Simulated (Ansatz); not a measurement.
# Lattice dynamics of LiTi (built on the sites of a database entry of TiAg)

Aim: the phonons of LiTi (built on the sites of a database entry of TiAg) at a cell relaxed beforehand at this level. After the zone centre comes a 4×4×1 q mesh on a 16×16×6 k mesh.

Calculated with Ansatz 0.2.0; DFT PBEsol, scalar-relativistic, plane waves, PAW.

The structure was built from a prototype and need not be the compound's stable phase.

### 1. The structure

It takes space group P4/nmm (No. 129, tetragonal). Conventional cell: a = 2.793 Å, b = 2.793 Å, c = 9.267 Å, α = 90.00°, β = 90.00°, γ = 90.00°. Nearest to Ti lie 8 Ti at 2.72 to 2.79 Å. Li has 4 Li at 2.79 Å nearest. Farther neighbours are not listed.

As a file:

```cif
data_structure
_symmetry_space_group_name_H-M 'P 1'
_symmetry_Int_Tables_number 1
_cell_length_a 2.7928
_cell_length_b 2.7928
_cell_length_c 9.2669
_cell_angle_alpha 90.000
_cell_angle_beta 90.000
_cell_angle_gamma 90.000
_cell_volume 72.28
loop_
_atom_site_label
_atom_site_type_symbol
_atom_site_fract_x
_atom_site_fract_y
_atom_site_fract_z
_atom_site_occupancy
Ti1 Ti 0.00000 0.50000 0.89891 1
Ti2 Ti 0.50000 0.00000 0.10109 1
Li3 Li 0.00000 0.50000 0.36691 1
Li4 Li 0.50000 0.00000 0.63309 1
```

### 2. Modes at Γ

The cell comes from relaxations at this level that are not shown. The zone centre comes first: it holds the modes that light can see, as far as symmetry allows. No field response is asked, since the mesh shows no gap.

File input.yaml:

```yaml
crystal:
  lattice:
    - [2.7928385298, 0.0, 0.0]
    - [0.0, 2.7928385298, 0.0]
    - [0.0, 0.0, 9.2669154078]
  atoms:
    - { symbol: Ti, position: [0.0, 0.5, 0.8989128292] }
    - { symbol: Ti, position: [0.5, 0.0, 0.1010871708] }
    - { symbol: Li, position: [0.0, 0.5, 0.3669072257] }
    - { symbol: Li, position: [0.5, 0.0, 0.6330927743] }
kpoints:
  mp_grid: { grid: [16, 16, 6] }
hamiltonian:
  xc: pbesol
scf:
  occupations: { method: methfessel_paxton, width: 0.2 }
output:
  eigenvalues: true
phonons:
  method: dfpt
```

Run with:

```
$ ansatz run input.yaml --threads 8 --pin off --max-ram 14336MiB --backend cpu --events-out ev --progress --plain --runs-dir out
```

Numbers of over 12 decimals in the logs are rounded to 6 here.

Log:

```text
zone centre: on kpoints.mp_grid the ground state, and the responses unless they are solved on pairs of k-points, stand on 324 of the mesh's 1536 k-points, reduced under 4 symmetry operations, with k and −k counted as one. Each operation leaves every solved displacement unchanged or reverses it
Engine: ansatz 0.2.0, aarch64-unknown-linux-gnu
Pseudopotentials: kind: paw
Pseudopotential: Ti, paw, valence charge 12, recommended cutoff 420 eV (normal), Ti.paw.azcp
Pseudopotential: Li, paw, valence charge 3, recommended cutoff 420 eV (normal), Li.paw.azcp
Functional definition: PBEsol
  exchange = pbesol_x
  correlation = pbesol_c
Crystal: 4 atoms, lattice volume = 72.281 Å³
Basis set: ecut = 420 eV, 1427 PW (Γ), exchange–correlation on 40×40×128 points (8 copies of the dense FFT grid, shifted against one another)
Bands: 19, of which v1, the nominal top of the filled ones, is band 15 counted from 1 (14 counted from 0)
Symmetry: 16 space group operations
k-points: 324 of 1536 (irreducible under 4 space group operations, time reversal used)
Non-local potential: Ti, projectors of the file, l = 0: 3, l = 1: 2, l = 2: 3, l = 3: 1
Non-local potential: Li, projectors of the file, l = 0: 3, l = 1: 2, l = 2: 1
PAW form: soft (Blöchl's): semilocal exchange-correlation on the pseudo side does not see the compensation charge
PAW frozen core: Ti, regenerated for the run's functional, and the local potential with it (the file was generated under x = pbe(κ = 0.804, μ = 0.219515), c = pbe(β = 0.066725))
PAW one-centre angular grid: Ti, 590 points (default); XC on 64 Gauss nodes
PAW one-centre angular grid: Li, 110 points (default); XC on 64 Gauss nodes
Initial density: superposition of atomic densities (neutral atoms: chi_scale 0, normalization atom), corrected by the library's trained network
Initial wavefunctions: pseudopotential atomic-orbital guess
Functional: x = pbesol(κ = 0.804, μ = 0.123457), c = pbesol(β = 0.046)
SCF iter   1: F=—  HF=-5353.371084 eV  |F-HF|=—  |Δ(HF+E_count)|=         —  Δρ=5.51e-3  dr2=2.05e-1  ethr=1.77e-3  ⟨swp⟩=4.4  Hψ=53939  notcnv=0
automatic band count: the SCF goes on with 23 bands, as 19 were too few: they end inside the smearing window of the response
preconditioner: auto → Kerker (q_TF=auto, 2.356 Å⁻¹)  [metal: Δε(μ)=0.009 eV  Ē_g=3.543 eV  σ=0.200 eV  W_gap=0.04  n_scr=18 (ndim 8)  ℏωp=13.8 eV  f_vac=0.000  D(μ)=4.19/eV (n_scr^D=40)]
SCF iter   2: F=—  HF=-5353.358825 eV  |F-HF|=—  |Δ(HF+E_count)|=   1.23e-2  S|Δr|=    0.00e0  Δρ=3.47e-3  dr2=8.82e-2  ethr=6.84e-4  ⟨swp⟩=1.0  Hψ=10044  notcnv=0  defer=4
SCF iter   3: F=—  HF=-5353.350229 eV  |F-HF|=—  |Δ(HF+E_count)|=   8.60e-3  S|Δr|=    0.00e0  Δρ=4.37e-4  dr2=5.50e-4  ethr=2.94e-4  ⟨swp⟩=1.1  Hψ=7015  notcnv=0  defer=4
SCF iter   4: F=—  HF=-5353.350116 eV  |F-HF|=—  |Δ(HF+E_count)|=   1.13e-4  S|Δr|=    0.00e0  Δρ=1.43e-4  dr2=2.05e-5  ethr=1.83e-6  ⟨swp⟩=1.3  Hψ=7222  notcnv=0  defer=4
SCF iter   5: F=—  HF=-5353.350114 eV  |F-HF|=—  |Δ(HF+E_count)|=   1.93e-6  S|Δr|=    0.00e0  Δρ=4.46e-5  dr2=1.33e-6  ethr=6.82e-8  ⟨swp⟩=2.1  Hψ=11101  notcnv=0  defer=4
SCF iter   6: F=—  HF=-5353.350113 eV  |F-HF|=—  |Δ(HF+E_count)|=   1.50e-6  S|Δr|=    0.00e0  Δρ=1.16e-5  dr2=2.50e-7  ethr=4.43e-9  ⟨swp⟩=2.8  Hψ=11930  notcnv=0  defer=4
SCF iter   7: F=—  HF=-5353.350112 eV  |F-HF|=—  |Δ(HF+E_count)|=   2.52e-8  S|Δr|=    0.00e0  Δρ=2.79e-6  dr2=1.56e-8  ethr=8.34e-10  ⟨swp⟩=1.1  Hψ=7030  notcnv=0  defer=4
SCF iter   8: F=—  HF=-5353.350112 eV  |F-HF|=—  |Δ(HF+E_count)|=   3.00e-9  S|Δr|=    0.00e0  Δρ=6.07e-7  dr2=5.65e-10  ethr=5.19e-11  ⟨swp⟩=2.0  Hψ=9811  notcnv=0  defer=4
SCF iter   9: F=—  HF=-5353.350112 eV  |F-HF|=—  |Δ(HF+E_count)|=  1.38e-10  S|Δr|=    0.00e0  Δρ=1.80e-7  dr2=3.38e-11  ethr=1.88e-12  ⟨swp⟩=2.1  Hψ=9298  notcnv=0  defer=4
SCF iter  10: F=-5353.350112 eV  HF=-5353.350112 eV  |F-HF|=2.73e-12  |Δ(HF+E_count)|=  7.28e-12  S|Δr|=    0.00e0  Δρ=4.61e-8  dr2=2.16e-12  ethr=1.00e-12  ⟨swp⟩=7.8  Hψ=29270  notcnv=0
SCF 1 converged in 10 iterations: F = -5353.350112 eV  dr2 = 2.16e-12
  greatest PAW one-centre occupation: 1.000 electrons in one spin orbital (limit 2), on the Li atom at site 3 (counted from 0), in its partial waves of l = 0
DFPT response loops at Γ: preconditioner auto → Kerker (q_TF=auto, 2.356 Å⁻¹) (partly filled bands, converged f_vac=0.000); β = 1.00, the filter's whole step (`scf.mixing.beta` (0.50) is not read by the response loops under this deck's `scf.mixing.preconditioner`; to damp them name `kerker` or `kerker_dos`, under which they read `scf.mixing.beta`, and type it under 1.00, their step now; both keys bind the ground state too); Broyden in place of MSR1
SCF converged after 10 iterations
Stability not checked: this state was not tested for a lower state beside it, because cold or Methfessel-Paxton smearing, or corrected tetrahedra, fill the levels in a way that the test cannot read (fill_not_monotonic; see scf.lower_state_search)
Free energy (F): -5353.350112 eV
Harris-Foulkes:  -5353.350112 eV  (|F-HF|=2.73e-12)
Internal energy: -5353.343238 eV  (E = F + TS)
E sigma→0 (E₀):  -5353.348394 eV
Entropy (-TS):   -0.006875 eV (-1.719 meV/atom)
Fermi energy:    6.966863 eV
--- Per-component energies (eV) ---
  E_band       = -608.009583
  E_kinetic    = 588.898827
  E_local      = -4314.970761  (includes V_loc(G=0)·N_el)
  E_nonlocal   = -46.501747
  E_hartree    = 1899.382435
  E_xc         = -213.409978
  E_vxc        = -268.926804  (∫ρ·V_xc dr)
  E_paw        = -2084.812303  (= ΣΔE_a)
  E_vpaw       = -365.274235  (= ΣTr[D̂ρ^β])
  E_aug_tail   = 0.000254  (compensation charges beyond the density's cutoff)
  E_ewald      = -1182.208734
  E_core_change = 0.278769  (= ΣΔE_core)
  E_smearing   = -0.006875  (= −TS)
  E_closure    = 0.000000  (closes the sum)
  Σ components = -5353.350112   (vs F -5353.350112, Δ=0.00e0)
--- Band table (eV; the first three rows and the last of 324) ---
  k-point 0: bands = [... 11 lower, 3.4129, 4.1879, 5.2685, 5.4101, 7.0294, 7.3325, 8.3862, 8.3862, ... 4 higher]
  k-point 1: bands = [... 11 lower, 3.3297, 4.2623, 5.2686, 5.4987, 7.0294, 7.1885, 8.3863, 8.3863, ... 4 higher]
  k-point 2: bands = [... 11 lower, 3.1956, 4.3698, 5.2686, 5.7469, 6.8434, 7.0293, 8.3864, 8.3864, ... 4 higher]
  k-point 323: bands = [... 11 lower, 4.7052, 5.6786, 5.6786, 8.1605, 8.1605, 9.4706, 9.4706, 10.7773, ... 4 higher]
--- Phonons (Γ-DFPT): 4 representative perturbations + reference, on 324 of 1536 k-points (Σ response iterations 13) ---
  k mesh reduced under 4 symmetry operations, with k and −k counted as one. Each operation leaves every solved displacement unchanged or reverses it
  ASR residual: 4.774e-6 → 0.000e0 eV/Å²; symmetrization residual: 6.396e-7 eV/Å²
  ASR residual per site (eV/Å²): 4.77e-6 4.77e-6 3.07e-6 3.07e-6
  Γ frequencies (cm⁻¹): 0.00 0.00 0.00 129.09 129.09 146.71 146.71 209.27 209.27 238.18 266.74 330.44
  non-analytic LO–TO correction: not included (Born effective charges unavailable; polar crystals: no LO–TO splitting at Γ)
```

Run time: 54 s. Hardware: 8 threads of Arm Neoverse N1, shared host; peak memory 1.9 GiB.

Reading the cycles: dr2 is the Hartree energy of the density residual (eV), the measure of convergence; HF is the Harris–Foulkes estimate of the energy, which meets the free energy F at convergence.

Numbers from this step:

| Quantity | Value |
| --- | --- |
| volume per atom | 18.07 Å³ |
| gap on the k-mesh | 0 eV |
| sum-rule residual before enforcement | 4.77e-6 eV/Å² |
| point group | 4/mmm |
| highest optical mode at the zone centre (no LO-TO term) | 330.4 cm⁻¹ |
| lowest optical zone-centre mode | 129.1 cm⁻¹ |

Patterns of degenerate modes are one choice out of their space. Modes at Γ, with each element's share of the kinetic energy:

```csv
mode,frequency (cm⁻¹),symmetry,Ti %,Li %
1,0.0,acoustic,87,13
2,0.0,acoustic,87,13
3,0.0,acoustic,87,13
4,129.1,Eu,13,87
5,129.1,Eu,13,87
6,146.7,Eg,13,87
7,146.7,Eg,13,87
8,209.3,Eg,87,13
9,209.3,Eg,87,13
10,238.2,A2u,13,87
11,266.7,A1g,76,24
12,330.4,A1g,24,76
```

Displacements in mode 5 (129.1 cm⁻¹), the largest set to 1:
```
Ti1  0.01 -0.15  0.00
Ti2  0.01 -0.15  0.00
Li3 -0.09  1.00  0.00
Li4 -0.09  1.00  0.00
```

Displacements in mode 8 (209.3 cm⁻¹), the largest set to 1:
```
Ti1  0.01  0.97  0.00
Ti2 -0.01 -0.97  0.00
Li3  0.01  1.00  0.00
Li4 -0.01 -1.00  0.00
```

Before it was imposed, the acoustic sum rule was missed by 4.8e-6 eV/Å². Small misses are needed for a sound result but don't prove that mesh and cutoff are converged. The lowest optical mode is real, 129 cm⁻¹.

### 3. Phonons on a q mesh

The mesh has a single point along some directions, so zone-edge points there are not solved. Linear response on a 4×4×1 q mesh gives force constants as far as a supercell of that size would.

input.yaml: that of step 2 with these lines changed.

```diff
@@ -20 +20,9 @@
   method: dfpt
+  qmesh: [4, 4, 1]
+  temperatures: { t_max: 1000, t_step: 50 }
+  qpath:
+    path:
+      - [[0.0, 0.0, 0.0], [0.0, 0.5, 0.0], [0.5, 0.5, 0.0], [0.0, 0.0, 0.0], [0.0, 0.0, 0.5], [0.0, 0.5, 0.5], [0.5, 0.5, 0.5], [0.0, 0.0, 0.5]]
+      - [[0.0, 0.5, 0.0], [0.0, 0.5, 0.5]]
+      - [[0.5, 0.5, 0.0], [0.5, 0.5, 0.5]]
+    npoints: 10
```

Log:

```text
[...]
Crystal: 4 atoms, lattice volume = 72.281 Å³
Basis set: ecut = 420 eV, 1427 PW (Γ), exchange–correlation on 40×40×128 points (8 copies of the dense FFT grid, shifted against one another)
Bands: 19, of which v1, the nominal top of the filled ones, is band 15 counted from 1 (14 counted from 0)
Symmetry: 16 space group operations
k-points: 180 of 1536
[...]
SCF iter   1: F=—  HF=-5353.371079 eV  |F-HF|=—  |Δ(HF+E_count)|=         —  Δρ=5.51e-3  dr2=2.05e-1  ethr=1.77e-3  ⟨swp⟩=4.4  Hψ=30040  notcnv=0
[...]
SCF iter  10: F=-5353.350112 eV  HF=-5353.350112 eV  |F-HF|=1.82e-12  |Δ(HF+E_count)|=  8.19e-12  S|Δr|=    0.00e0  Δρ=4.73e-8  dr2=2.30e-12  ethr=1.00e-12  ⟨swp⟩=7.9  Hψ=16300  notcnv=0
SCF 1 converged in 10 iterations: F = -5353.350112 eV  dr2 = 2.30e-12
[...]
phonons: the bands overlap, so this run is a metal and interpolates without the dipole-dipole term. If the crystal is really an insulator or semiconductor, its LO-TO splitting is missing
NSCF: frozen V_eff on 180 k-points
[...]
DFPT response loops at q = (0, 0, 0) (fractional): preconditioner auto → Kerker (q_TF=auto, 2.356 Å⁻¹) (partly filled bands, converged f_vac=0.000); β = 1.00, the filter's whole step (`scf.mixing.beta` (0.50) is not read by the response loops under this deck's `scf.mixing.preconditioner`; to damp them name `kerker` or `kerker_dos`, under which they read `scf.mixing.beta`, and type it under 1.00, their step now; both keys bind the ground state too); Broyden in place of MSR1
[...]
SCF converged after 10 iterations
[...]
Free energy (F): -5353.350112 eV
[...]
Internal energy: -5353.343238 eV  (E = F + TS)
E sigma→0 (E₀):  -5353.348394 eV
Entropy (-TS):   -0.006875 eV (-1.719 meV/atom)
Fermi energy:    6.966863 eV
[...]
--- Band table (eV; the first three rows and the last of 180) ---
  k-point 0: bands = [... 11 lower, 3.4129, 4.1879, 5.2685, 5.4101, 7.0294, 7.3325, 8.3862, 8.3862, ... 4 higher]
  k-point 1: bands = [... 11 lower, 3.3297, 4.2623, 5.2686, 5.4987, 7.0294, 7.1885, 8.3863, 8.3863, ... 4 higher]
  k-point 2: bands = [... 11 lower, 3.1956, 4.3698, 5.2686, 5.7469, 6.8434, 7.0293, 8.3864, 8.3864, ... 4 higher]
  k-point 179: bands = [... 11 lower, 4.7052, 5.6786, 5.6786, 8.1605, 8.1605, 9.4706, 9.4706, 10.7773, ... 4 higher]
--- Phonons (Γ-DFPT): 4 representative perturbations + reference (Σ response iterations 13) ---
  ASR residual: 7.608e-6 → 0.000e0 eV/Å²; symmetrization residual: 6.272e-7 eV/Å²
  ASR residual per site (eV/Å²): 7.61e-6 7.61e-6 2.97e-6 2.97e-6
[...]
--- Phonons (arbitrary-q DFPT): 6 irreducible q on the 4×4×1 mesh ---
  q = [0.0000, 0.0000, 0.0000] (star 1, of the zone-centre solve; hermiticity 1.63e-7, symmetrization 1.43e-12): -0.00 -0.00 0.00 129.09 129.09 146.71 146.71 209.27 209.27 238.18 266.74 330.44
  q = [0.0000, 0.2500, 0.0000] (star 4, 6 solved perturbations on 576 of 1536 k-point pairs; hermiticity 2.38e-7, symmetrization 1.61e-13): 56.02 87.65 106.42 119.85 168.29 180.19 210.19 233.64 251.83 286.87 298.43 309.78
[...]
q = [0.2500, 0.2500, 0.0000] (star 4, 4 solved perturbations in 3136 linear systems a pass and spin channel, the states on 1024 of 1536 k-point pairs; hermiticity 1.45e-7, symmetrization 9.37e-13): 114.39 182.97 195.28 201.11 219.58 246.10 259.49 268.22 273.45 274.56 297.50 310.97
[...]
sum rule: each row above includes the acoustic sum rule's correction from the zone centre's row sums; it moved no ω² by more than (0.34 cm⁻¹)²
  mesh force constants: q→R imaginary residual 3.63e-18; ASR residual 7.608e-6 → 0.000e0 eV/Å²; symmetrization residual 3.553e-15 eV/Å²
  interpolated dispersion: 93 rows × 12 modes
  density of states and harmonic sums: on the 24×24×7 q-mesh, interpolated from the force constants of a 4×4×1 supercell (no non-analytic term)
  largest difference from the sums on the solved wave vectors: F 3.32e-2 eV, S 4.93e-5 and C_V 1.61e-5 eV/K
  zero-point energy: 0.170064 eV/cell   skipped modes (ω ≤ 0): 3   left out of the sums: 6.20e-5 of the cell's modes: C_V's classical limit lies that fraction below 3 k_B per atom; for a crystal, a wire or a layer, F and S can be off by more, and a phonons.interpolated_qmesh denser along its periods is the remedy for the sampling
```

It took 7.6 min on 8 threads; peak memory 3.9 GiB.

Numbers from this step:

```
sum-rule residual before enforcement                          : 7.61e-6 eV/Å²
lowest mode on the q mesh (acoustic modes at Γ apart)         : 56.02 cm⁻¹
highest frequency at a solved wavevector (no LO-TO term at Γ) : 381.5 cm⁻¹
```

Frequencies (cm⁻¹) solved at each irreducible wavevector; negative means imaginary. Frequencies by wavevector, by row:

```csv
q in reciprocal lattice units,star,mode 1,mode 2,mode 3,mode 4,mode 10,mode 11,mode 12
0 0 0,1,0,0,0,129.1,238.2,266.7,330.4
0 0.25 0,4,56,87.7,106.4,119.8,286.9,298.4,309.8
0 -0.5 0,2,80.1,80.1,127.3,127.3,282.2,351.3,351.3
0.25 0.25 0,4,114.4,183,195.3,201.1,274.6,297.5,311
0.25 -0.5 0,4,189,189,221.5,221.5,293.5,353.1,353.1
-0.5 -0.5 0,1,229.8,229.8,244,244,350.1,381.5,381.5
```

Symmetry leaves 6 wavevectors to solve. The lowest mode among them, the acoustic zeros apart, lies at q = (0, 0.25, 0) and is real, 56.0 cm⁻¹.

### 4. Isotope substitution, element Li, natural mass 6.94 amu

An isotope changes the mass and not the force constants, so no new electronic calculation is needed; the shifts show which modes move this element.

The same force constants with the mass of Li changed from 6.940 to 6.015 u (phonopy, no LO-TO term). Both lists are sorted by frequency; levels can cross, so a row need not hold one and the same mode. Modes under 3 cm⁻¹ are left out. Isotope shifts, by row, the first 40 of 45 rows:

```csv
q,rank,natural mass (cm⁻¹),changed mass (cm⁻¹)
0 0 0,4,129.1,137.5
0 0 0,5,129.1,137.5
0 0 0,6,146.7,155.8
0 0 0,7,146.7,155.8
0 0 0,8,209.3,211.7
0 0 0,9,209.3,211.7
0 0 0,10,238.2,253.7
0 0 0,11,266.7,270.4
0 0 0,12,330.4,350.2
0 0.25 0,1,56.02,57.23
0 0.25 0,2,87.65,88.01
0 0.25 0,3,106.4,111.9
0 0.25 0,4,119.8,127.8
0 0.25 0,5,168.3,168.5
0 0.25 0,6,180.2,181.4
0 0.25 0,7,210.2,218.1
0 0.25 0,8,233.6,244.9
0 0.25 0,9,251.8,259.9
0 0.25 0,10,286.9,297.1
0 0.25 0,11,298.4,320.2
0 0.25 0,12,309.8,328.9
0 -0.5 0,1,80.06,85.99
0 -0.5 0,2,80.06,85.99
0 -0.5 0,3,127.3,127.3
0 -0.5 0,4,127.3,127.3
0 -0.5 0,5,173,173.3
0 -0.5 0,6,173,173.3
0 -0.5 0,7,259.2,277.9
0 -0.5 0,8,259.2,277.9
0 -0.5 0,9,282.2,282.6
0 -0.5 0,10,282.2,282.6
0 -0.5 0,11,351.3,376.9
0 -0.5 0,12,351.3,376.9
0.25 0.25 0,1,114.4,114.6
0.25 0.25 0,2,183,183.4
0.25 0.25 0,3,195.3,196.9
0.25 0.25 0,4,201.1,210.2
0.25 0.25 0,5,219.6,231
0.25 0.25 0,6,246.1,252.8
0.25 0.25 0,7,259.5,259.9
```

A mode of this element alone would shift by +7.41 %. The highest zone-centre frequency without the field goes from 330.4 to 350.2 cm⁻¹ (+6.0 %). The product of the frequency ratios over all optical modes at Γ is 1.497; the product rule, (m/m′)^(3k/2) (M′/M)^(3/2) with k = 2 such atoms and M the mass of the cell, gives 1.497.

### 5. Another isotope, element Ti, natural mass 47.867 amu

The same for Ti, from 47.87 to 49.94 u.

A mode of this element alone would shift by -2.10 %. The highest zone-centre frequency without the field goes from 330.4 to 328.9 cm⁻¹ (-0.5 %). The product of the frequency ratios over all optical modes at Γ is 0.931; the product rule, (m/m′)^(3k/2) (M′/M)^(3/2) with k = 2 such atoms and M the mass of the cell, gives 0.931.

### 6. Outcome

```yaml
space_group_within_0p01_a: P4/nmm
volume_per_atom: 18.1 Å³
electronic_character: no gap on this mesh
highest_optical_mode_at_the_zone_centre_no_lo_to_term: 330 cm⁻¹
lowest_optical_zone_centre_mode: 129 cm⁻¹
lowest_mode_on_the_q_mesh_acoustic_modes_at_gamma_apart: 56.0 cm⁻¹
imaginary_modes_on_the_4x4x1_q_mesh: none
```

**Reading.** The structure is a minimum as far as tested: no mode is imaginary at the 6 irreducible wavevectors of the 4×4×1 mesh, and the softest away from the acoustic zeros lies at 56 cm⁻¹. The optical modes at Γ span 129 to 330 cm⁻¹. The highest mode in this list at Γ, 330.4 cm⁻¹, is mostly motion of Li (76 % of the kinetic energy). The q mesh is too sparse to interpolate, so only the solved wavevectors are given. With no gap, or one that is small against the smearing, the frequencies hang on the k mesh and the smearing, most of all near Kohn anomalies. The starting cell was built on a prototype and not taken from a measurement, so the phase need not exist. These are harmonic frequencies at zero temperature: anharmonic shifts, linewidths and thermal expansion are left out.

[Logs are printed without paths, hosts, clocks, repeated set-up lines and the standing remarks that a program may print on its own settings, such as how far it seeks lower states.]

[Hosts, paths, dates, database ids (printed as entryN), source tags and the programs' standing remarks are cut or masked in the printed files.]
